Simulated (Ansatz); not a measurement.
Rows from a G0W0 calculation on ZnSnN2 (Pna2_1) (Ansatz 0.2.0; G0W0 on PBE, plane waves, PAW; PAW set soft_1; 2×2×2 mesh, 490 empty bands, screening to 100 eV, plasmon pole, PAW set soft_1 files), in eV. Spin-orbit coupling is left out.

```csv
row,Σx,Σc,Vxc,Z
A,-25.31,3.74,-21.42,0.77
B,-10.68,-4.39,-15.58,0.81
C,-25.86,3.84,-21.85,0.77
D,-11.42,-4.52,-16.64,0.79
E,-25.74,3.77,-21.81,0.77
F,-11.49,-3.49,-15.32,0.80
```

Q: Which rows are filled states and which are empty ones, and how can one tell?

Filled: A, C and E. Empty: B, D and F. The sign of Σc tells: for a filled state bare exchange, which holds its interaction with itself, lies below Vxc (Σx − Vxc is -3.9 eV or lower here) and screening gives part back as a positive Σc. For an empty state Σx lies above Vxc (+3.8 eV or more) and the Coulomb hole leaves Σc negative.

[Paths, hosts, dates, memory and timing lines, banners, echoed tables and standing remarks are left out of the program output.]

[Logs are printed without paths, hosts, clocks, repeated set-up lines and the standing remarks that a program may print on its own settings, such as how far it seeks lower states.]

[Runs of the session that timed out or met a known fault of the program may be left out.]

[Cells called generated may have been cut or substituted from an entry of the Crystallography Open Database or the Materials Project.]

[Hosts, paths, dates, database ids (printed as entryN), source tags and the programs' standing remarks are cut or masked in the printed files.]
